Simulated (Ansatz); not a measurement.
# Au(111) with 4 thermally displaced layers, 2x2: scattering by thermal displacements

Aim: the resistivity of Au at 180 K from frozen thermal displacements between perfect leads.

Program: Ansatz 0.2.0. Level of theory: Ansatz plane-wave DFT, PBE, PAW files; ballistic transport by layer matching (Landauer), zero bias; PAW set soft_1. Results are calculated unless marked as measured.

**1. The structure**

The cell holds 40 atoms: 40 Au. Its edges and angles: a = 5.768 Å, b = 5.768 Å, c = 23.605 Å, α = 93.5°, β = 86.5°, γ = 120.0°. It derives from Au. Regions: lead, 24 atoms (24 Au); scattering region, 16 atoms (16 Au). The structure is stacked along c, and the current runs across the ab planes.

**2. With 4 displaced layers**

Each atom of 4 layers is moved at random, by amounts drawn from a normal law 0.0707 Å wide in each direction from the Debye model (165 K) at 180 K. The layers about the cell's end stay perfect and serve as the lead. Disorder leaves little or no symmetry, which makes such runs dear. Energies from -0.05 to 0.05 eV in steps of 0.05 eV are too few for the program's thermal sum, so it prints no conductance; for a metal the transmission near the Fermi level serves, at a fraction of the cost.

The input, input.yaml:

```yaml
crystal:
  lattice:
    - [5.7675164607, 0.0, 0.0]
    - [-2.8837582304, 4.9948157718, 0.0]
    - [1.4418791152, -0.8324692953, 23.5457873532]
  atoms:
    - { symbol: Au, position: [0.9916666667, 0.0083333333, 0.05] }
    - { symbol: Au, position: [0.9916666667, 0.5083333333, 0.05] }
    - { symbol: Au, position: [0.4916666667, 0.0083333333, 0.05] }
    - { symbol: Au, position: [0.4916666667, 0.5083333333, 0.05] }
    - { symbol: Au, position: [0.1416666667, 0.3583333333, 0.15] }
    - { symbol: Au, position: [0.1416666667, 0.8583333333, 0.15] }
    - { symbol: Au, position: [0.6416666667, 0.3583333333, 0.15] }
    - { symbol: Au, position: [0.6416666667, 0.8583333333, 0.15] }
    - { symbol: Au, position: [0.2916666667, 0.2083333333, 0.25] }
    - { symbol: Au, position: [0.2916666667, 0.7083333333, 0.25] }
    - { symbol: Au, position: [0.7916666667, 0.2083333333, 0.25] }
    - { symbol: Au, position: [0.7916666667, 0.7083333333, 0.25] }
    - { symbol: Au, position: [0.9419524448, 0.0567840126, 0.3519228655] }
    - { symbol: Au, position: [0.9389806419, 0.5509324732, 0.3510856872] }
    - { symbol: Au, position: [0.4647052224, 0.0713860575, 0.3478870388] }
    - { symbol: Au, position: [0.4217240346, 0.5495322523, 0.350124081] }
    - { symbol: Au, position: [0.0622423903, 0.4046131057, 0.4462591592] }
    - { symbol: Au, position: [0.0789973919, 0.9004716673, 0.4490503105] }
    - { symbol: Au, position: [0.6041544156, 0.4230246372, 0.4496140754] }
    - { symbol: Au, position: [0.6035328248, 0.8990941391, 0.4510554071] }
    - { symbol: Au, position: [0.2537784509, 0.2592919148, 0.5477676476] }
    - { symbol: Au, position: [0.227019005, 0.7519649192, 0.5506611346] }
    - { symbol: Au, position: [0.7278904922, 0.2552930055, 0.5495219278] }
    - { symbol: Au, position: [0.7496374503, 0.7615494301, 0.5510670046] }
    - { symbol: Au, position: [0.8823426933, 0.1068911093, 0.652353882] }
    - { symbol: Au, position: [0.9003046649, 0.5912702435, 0.6545455478] }
    - { symbol: Au, position: [0.4135608749, 0.1195242705, 0.6507940266] }
    - { symbol: Au, position: [0.3971561077, 0.6299509489, 0.6558856648] }
    - { symbol: Au, position: [0.0416666667, 0.4583333333, 0.75] }
    - { symbol: Au, position: [0.0416666667, 0.9583333333, 0.75] }
    - { symbol: Au, position: [0.5416666667, 0.4583333333, 0.75] }
    - { symbol: Au, position: [0.5416666667, 0.9583333333, 0.75] }
    - { symbol: Au, position: [0.1916666667, 0.3083333333, 0.85] }
    - { symbol: Au, position: [0.1916666667, 0.8083333333, 0.85] }
    - { symbol: Au, position: [0.6916666667, 0.3083333333, 0.85] }
    - { symbol: Au, position: [0.6916666667, 0.8083333333, 0.85] }
    - { symbol: Au, position: [0.8416666667, 0.1583333333, 0.95] }
    - { symbol: Au, position: [0.8416666667, 0.6583333333, 0.95] }
    - { symbol: Au, position: [0.3416666667, 0.1583333333, 0.95] }
    - { symbol: Au, position: [0.3416666667, 0.6583333333, 0.95] }
kpoints:
  mp_grid: { grid: [5, 5, 1] }
hamiltonian:
  xc: pbe
  pseudopotentials: { kind: paw, azcp: { folder: soft_1 } }
scf:
  occupations: { method: fermi_dirac, width: 0.1 }
output:
  transmission:
    leads: [[0, 4]]
    kmesh: [10, 10]
    e_range: [-0.05, 0.05]
    de: 0.05
  write_potential: true
  write_density: true
  volumetric_format: npy
  elf: true
```

The run is started by

```
ansatz run input.yaml --threads 4 --pin off --max-ram 15360MiB --backend cpu --events-out ev --progress --plain --runs-dir out
```

Numbers of over 12 decimals in the logs are rounded to 6 here.

Output:

```text
Engine: ansatz 0.2.0, x86_64-unknown-linux-gnu
Pseudopotentials: kind: paw
Pseudopotential: Au, paw, valence charge 19, recommended cutoff 420 eV (normal), soft_1/Au.paw.azcp
Functional definition: PBE
  parameter kappa = 0.804
  parameter beta = 0.066725
  exchange = pbe_x(kappa = kappa, mu = beta*pi^2/3)
  correlation = pbe_c(beta = beta)
Crystal: 40 atoms, lattice volume = 678.300 Å³
Basis set: ecut = 420 eV, 13321 PW (Γ)
Bands: 456, of which v1, the nominal top of the filled ones, is band 380 counted from 1 (379 counted from 0)
Symmetry: 1 space group operations
Space group: P1 (ITA 1), of the structure as read, at distance tolerance 8.8e-5 Å
k-points: 13 of 25 (time reversal used)
Non-local potential: Au, projectors of the file, l = 0: 3, l = 1: 2, l = 2: 2, l = 3: 1
PAW form: soft (Blöchl's): semilocal exchange-correlation on the pseudo side does not see the compensation charge
PAW one-centre angular grid: Au, 590 points (default); XC on 64 Gauss nodes
Initial density: superposition of atomic densities (chi_scale 0.1, normalization cell)
Initial wavefunctions: pseudopotential atomic-orbital guess
Functional: x = pbe(κ = 0.804, μ = 0.219515), c = pbe(β = 0.066725)
SCF iter   1: F=—  HF=-526056.169336 eV  |F-HF|=—  |Δ(HF+E_count)|=         —  Δρ=6.75e-2  dr2=3.39e1  ethr=3.10e-3  ⟨swp⟩=4.0  Hψ=17660  notcnv=0  defer=90
preconditioner: auto → Kerker (q_TF=auto, 2.781 Å⁻¹)  [metal: Δε(μ)=0.032 eV  Ē_g=10.190 eV  σ=0.100 eV  W_gap=0.08  n_scr=260 (ndim 8)  ℏωp=29.9 eV  f_vac=0.000  D(μ)=18.47/eV (n_scr^D=122)]
SCF iter   2: F=—  HF=-526048.091144 eV  |F-HF|=—  |Δ(HF+E_count)|=    8.08e0  Δρ=3.10e-2  dr2=6.92e0  ethr=3.10e-3  ⟨swp⟩=2.9  Hψ=9824  notcnv=0  defer=714
SCF iter   3: F=—  HF=-526046.148305 eV  |F-HF|=—  |Δ(HF+E_count)|=    1.94e0  Δρ=7.43e-3  dr2=2.23e-1  ethr=9.11e-4  ⟨swp⟩=2.0  Hψ=8243  notcnv=0  defer=714
SCF iter   4: F=—  HF=-526046.209693 eV  |F-HF|=—  |Δ(HF+E_count)|=   6.14e-2  Δρ=1.30e-3  dr2=6.72e-3  ethr=2.93e-5  ⟨swp⟩=2.7  Hψ=11796  notcnv=0  defer=714
SCF iter   5: F=—  HF=-526046.213302 eV  |F-HF|=—  |Δ(HF+E_count)|=   3.61e-3  Δρ=2.99e-4  dr2=8.01e-4  ethr=8.84e-7  ⟨swp⟩=2.0  Hψ=8077  notcnv=0  defer=714
SCF iter   6: F=—  HF=-526046.213349 eV  |F-HF|=—  |Δ(HF+E_count)|=   4.73e-5  Δρ=9.20e-5  dr2=8.00e-5  ethr=1.05e-7  ⟨swp⟩=2.6  Hψ=8309  notcnv=0  defer=714
SCF iter   7: F=—  HF=-526046.213717 eV  |F-HF|=—  |Δ(HF+E_count)|=   3.67e-4  Δρ=3.66e-5  dr2=1.89e-5  ethr=1.05e-8  ⟨swp⟩=2.1  Hψ=8096  notcnv=0  defer=714
SCF iter   8: F=—  HF=-526046.213716 eV  |F-HF|=—  |Δ(HF+E_count)|=   8.43e-7  Δρ=6.01e-6  dr2=1.13e-6  ethr=2.49e-9  ⟨swp⟩=2.4  Hψ=9651  notcnv=0  defer=714
SCF iter   9: F=—  HF=-526046.213716 eV  |F-HF|=—  |Δ(HF+E_count)|=   3.73e-9  Δρ=1.92e-6  dr2=2.19e-7  ethr=1.32e-11  ⟨swp⟩=8.4  Hψ=22216  notcnv=0
SCF iter  10: F=-526046.213716 eV  HF=-526046.213716 eV  |F-HF|=2.75e-8  |Δ(HF+E_count)|=   7.80e-9  Δρ=8.72e-7  dr2=2.94e-8  ethr=1.32e-11  ⟨swp⟩=2.0  Hψ=10913  notcnv=0
SCF 1 converged in 10 iterations: F = -526046.213716 eV  dr2 = 2.94e-8
  greatest PAW one-centre occupation: 1.000 electrons in one spin orbital (limit 2), on the Au atom at site 21 (counted from 0), in its partial waves of l = 0
transmission: 162 of 1560 steps passed
transmission: 315 of 1560 steps passed
[...]
transmission: 1560 of 1560 steps passed
SCF converged after 10 iterations
Free energy (F): -526046.213716 eV
Harris-Foulkes:  -526046.213716 eV  (|F-HF|=2.75e-8)
Internal energy: -526045.734808 eV  (E = F + TS)
E sigma→0 (E₀):  -526045.974262 eV
Entropy (-TS):   -0.478908 eV (-11.973 meV/atom)
Fermi energy:    20.732579 eV
--- Per-component energies (eV) ---
  E_band       = -8242.020241
  E_kinetic    = 23143.636132
  E_local      = -68034.814412  (includes V_loc(G=0)·N_el)
  E_nonlocal   = 3921.572157
  E_hartree    = 29524.840591
  E_xc         = -8624.861482
  E_vxc        = -10476.894256  (∫ρ·V_xc dr)
  E_paw        = -389264.977696  (= ΣΔE_a)
  E_vpaw       = -15845.264943  (= ΣTr[D̂ρ^β])
  E_aug_tail   = 0.066896  (compensation charges beyond the density's cutoff)
  E_ewald      = -116711.196995
  E_smearing   = -0.478908  (= −TS)
  E_closure    = -0.000000  (closes the sum)
  Σ components = -526046.213716   (vs F -526046.213716, Δ=0.00e0)
--- Band table (eV; the first three rows and the last of 13) ---
  k-point 0: bands = [... 376 lower, 20.7847, 21.2180, 21.2478, 21.2555, 21.2813, 21.5488, 21.5759, 21.6814, ... 72 higher]
  k-point 1: bands = [... 376 lower, 20.3376, 20.4316, 20.4993, 20.6558, 20.7614, 20.8631, 20.9630, 21.0708, ... 72 higher]
  k-point 2: bands = [... 376 lower, 20.5066, 20.5181, 20.5587, 20.6084, 20.6503, 20.8157, 20.8732, 21.0753, ... 72 higher]
  k-point 12: bands = [... 376 lower, 19.5242, 20.2071, 20.3733, 20.7182, 20.7654, 20.8175, 21.2664, 22.2607, ... 72 higher]
--- Transmission ---
  basis      : 253 plane waves across, 30 finite elements along
  points     : 52, standing for a mesh of 10 x 10
  energies   : 3 from -0.050000 to 0.050000 eV about the Fermi level, 0.050000 eV apart; the leads are filled to 0.000000 eV, and channels, transmission and decay are at 0.000000 eV
  crystal 0  : Au4, at the sites [0, 4], period 2.3546 Å, over 14.13 Å; its Hamiltonian steps by up to 5.2 meV
    offset         : up to 0.0000 Å between an atom of the period and one for which it stands
    channels       : 3.210000e0 a spin
    conductance    : none, the energies end too early or step too widely for 300 K: set another output.transmission.e_range or a lower de, or, where they end at an eighth of basis.ecutwfc, a higher one
  junction   : crystal 0 to crystal 0, 0.70 to 21.89 Å
    transmission   : 3.146873e0 a spin
    conductance    : none, the energies end too early or step too widely for 300 K: set another output.transmission.e_range or a lower de, or, where they end at an eighth of basis.ecutwfc, a higher one
```

Wall time 5.5 min (4 threads of Intel Xeon Platinum 8559C (Emerald Rapids), shared host); peak memory 6.5 GiB; 19 min of CPU time.

In the SCF lines HF is the Harris–Foulkes energy and dr2 the Hartree energy of the density residual, in eV; the loop may stop once dr2 is under the threshold and the program's other checks hold. Hψ counts applications of the Hamiltonian.

Numbers from this step:

* free energy: -526046.2137 eV
* energy at zero smearing: -526045.9743 eV
* Fermi energy: 20.73 eV
* cell area: 28.81 Å²
* transmission per spin nearest the Fermi level: 3.147
* open channels per spin nearest the Fermi level: 3.21
* step of the lead's potential: 5.2 meV

Per spin. The transmission, zone mean by energy, zero at the Fermi level:

```
energy (eV)  transmission, zone mean
    -0.0500                     3.14
     0.0000                     3.15
     0.0500                     3.15
```

Per spin. The open channels, zone mean, lead stays at 3.21 for energy from -0.05 to 0.05 eV.

Transmission over k1 and k2. At 0.0000 eV from the Fermi level.

Ten even steps from '_' (2.85) to '@' (3.85):
```
..@@......@@........
....%%....%%........
......@@..%%........
........____........
@@@@@@@@__..__@@@@@@
..........____......
..........%%..@@....
..........%%....%%..
..........@@......@@
@@........@@........
```
Columns: k1 (b1) from -0.5 to 0.4; rows upwards: k2 (b2) from -0.5 to 0.4.

Open channels over k1 and k2. At 0.0000 eV from the Fermi level.

Ten even steps from '0' (3.00) to '9' (4.00):
```
0900090000
0090090000
0009090000
0000000000
9999000999
0000000000
0000090900
0000090090
0000090009
9000090000
```
Columns: k1 (b1) from -0.5 to 0.4; rows upwards: k2 (b2) from -0.5 to 0.4.

Electrostatic potential energy in the ca plane at fractional y = 0.120, with atoms of Au within 0.2 Å of it. With pseudopotentials it is smooth inside the atoms' cores, unlike the true potential.

Values in eV, 8 rows by 16 columns, each cell a mean:
```
 22  18  13  16 -20   1  21  22  23  22  18 -23 -10  21  21  23
 21   0 -16  18  12  18  20  20  19  11  19 -12  -2  20  20  23
 21   6 -12  17  11  21  20  18  11 -11  18  17  19  12   5  20
 21  21  18  11 -23   6  22  22  19   7  18  -5   9  15   8  20
 22  18  13  13 -21   5  23  23  23  21  16 -24  -9  21  21  23
 21   0 -17  18  14  21  21  21  17   7  19  -7   4  21  20  23
 21   6 -12  19  15  21  19  18  11  -9  20  20  21  13   5  20
 21  21  18  16 -18   5  21  21  20  13  21   4  13  15   7  20
```
Columns run along c (16.0 Å, from fractional 0.16 to 0.84 of the cell; values clipped at the 3rd and 97th percentile), rows up along a (5.8 Å). Atoms in or near the plane, at fractional coordinates: Au at (0.65, 0.88), Au at (0.65, 0.41).

ELF in the ca plane at fractional y = 0.120, with atoms of Au within 0.2 Å of it. It is the smooth field of the valence electrons, not physical close to the nuclei.

Ten even steps from '0' (0.11) to '9' (0.78), each cell a mean:
```
11001111113677531111000001111246764211111000
11113443112455421111100001111257975211110000
11124554211233211111110122211246764211110000
11125665311111100122111234421123443111221101
11124555311222100122211245531111221113442111
11012443212444310111111245531112211113443112
11001111124676421011000133321134442112332111
11000111124687521110000011111246764211221101
11012222113566421110000011111257975211110000
11124553212344310011000112111246764211110000
11125665311111100111111234321134543111111000
11125665311111000122111345531112221112332111
11113554211222110122211245531001110113443112
11011222112455421111111234321012221113443112
11000111113576531111000011111134542112332111
```
Columns run along c (16.0 Å, from fractional 0.16 to 0.84 of the cell), rows up along a (5.8 Å). Atoms in or near the plane, at fractional coordinates: Au at (0.65, 0.88), Au at (0.65, 0.41).

Valence density in the ca plane at fractional y = 0.120, with atoms of Au within 0.2 Å of it. It is the smooth field of the valence electrons, not physical close to the nuclei.

Ten steps, logarithmic in the rise over the least value, from '0' (0 e/Å³) to '9' (14 e/Å³), each cell a mean:
```
11001221124799741111000001101368986311221001
11123553213677631111100001101369997311110000
11136776311344311122110123211258886311110000
11136887421122100122211245531135653212332101
11125776421232100122211367642112321123543212
11013554223565310112111356642122321124554212
21001222125888621011100234431246653123443212
21001111126898631000000012211368985212222101
11012332124788631000000011111379996311110000
11125665312455310011000122211368986211110000
11136887411222100112111245421135663111221000
11136887411111000122211356641112321113432111
11124665311233210122211356641001110124554212
11012332113566421122111234421112321124554212
21000111124788731111100012211146653112332111
```
Columns run along c (16.0 Å, from fractional 0.16 to 0.84 of the cell), rows up along a (5.8 Å). Atoms in or near the plane, at fractional coordinates: Au at (0.65, 0.88), Au at (0.65, 0.41).

Over the solved energies the transmission per spin lies between 3.14 and 3.15, out of 3.21 channels of the lead on average (up to 3.21).

[end of part 1 of 2]

[Logs are printed without paths, hosts, clocks, repeated set-up lines and the standing remarks that a program may print on its own settings, such as how far it seeks lower states.]

[Hosts, paths, dates, database ids (printed as entryN), source tags and the programs' standing remarks are cut or masked in the printed files.]
